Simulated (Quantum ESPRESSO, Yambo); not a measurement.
Planning a run of Yambo 5.3.0 on CdWO4 (P2/c). The input:

```
HF_and_locXC
gw0
dyson
ppa
em1d
rim_cut
RandQpts= 1000000
RandGvec= 1 RL
EXXRLvcs= 94 Ry
VXCRLvcs= 376 Ry
Chimod= "HARTREE"
% BndsRnXp
 1 | 216 |
%
NGsBlkXp= 387 RL
% LongDrXp
 1 | 1 | 1 |
%
% GbndRnge
 1 | 216 |
%
DysSolver= "n"
ExtendOut
PPAPntXp= 27.21138 eV
% QPkrange
 3 | 3 | 57 | 60 |
 1 | 1 | 57 | 60 |
%
```

```sh
OMP_NUM_THREADS=2 mpirun -n 4 yambo -F gw2.in -J gw2 -C gw2 > gw2.log
```

The stored states that it reads are on a 4×2×2 mesh. Symmetry: P2/c, No. 13, monoclinic system. The conventional cell has a = 4.990 Å, b = 5.811 Å, c = 5.033 Å, α = 90.00°, β = 91.48°, γ = 90.00°. Nearest to Cd lie 6 O at 2.18 to 2.40 Å. Nearest to W lie 6 O at 1.76 to 2.12 Å. Nearest to O lie 2 W at 1.90 to 2.12 Å and 1 Cd at 2.18 Å. O has 1 W at 1.76 Å and 2 Cd at 2.25 to 2.40 Å nearest. Farther neighbours and most contacts between anions are not listed.

Q: Estimate wall time and host memory on 4 MPI ranks of AMD EPYC 7R43, shared host.

It took 6.1 min; on shared hardware allow 3 min to 12 min. Peak host memory was 7.1 GiB.

The screening grows as filled bands × empty bands × pairs of k points, times the square of the screening basis for the matrix.

[Paths, hosts, dates, memory and timing lines, banners, echoed tables and standing remarks are left out of the program output.]

[Logs are printed without paths, hosts, clocks, repeated set-up lines and the standing remarks that a program may print on its own settings, such as how far it seeks lower states.]

[Runs of the session that timed out or met a known fault of the program may be left out.]

[Hosts, paths, dates, database ids (printed as entryN), source tags and the programs' standing remarks are cut or masked in the printed files.]
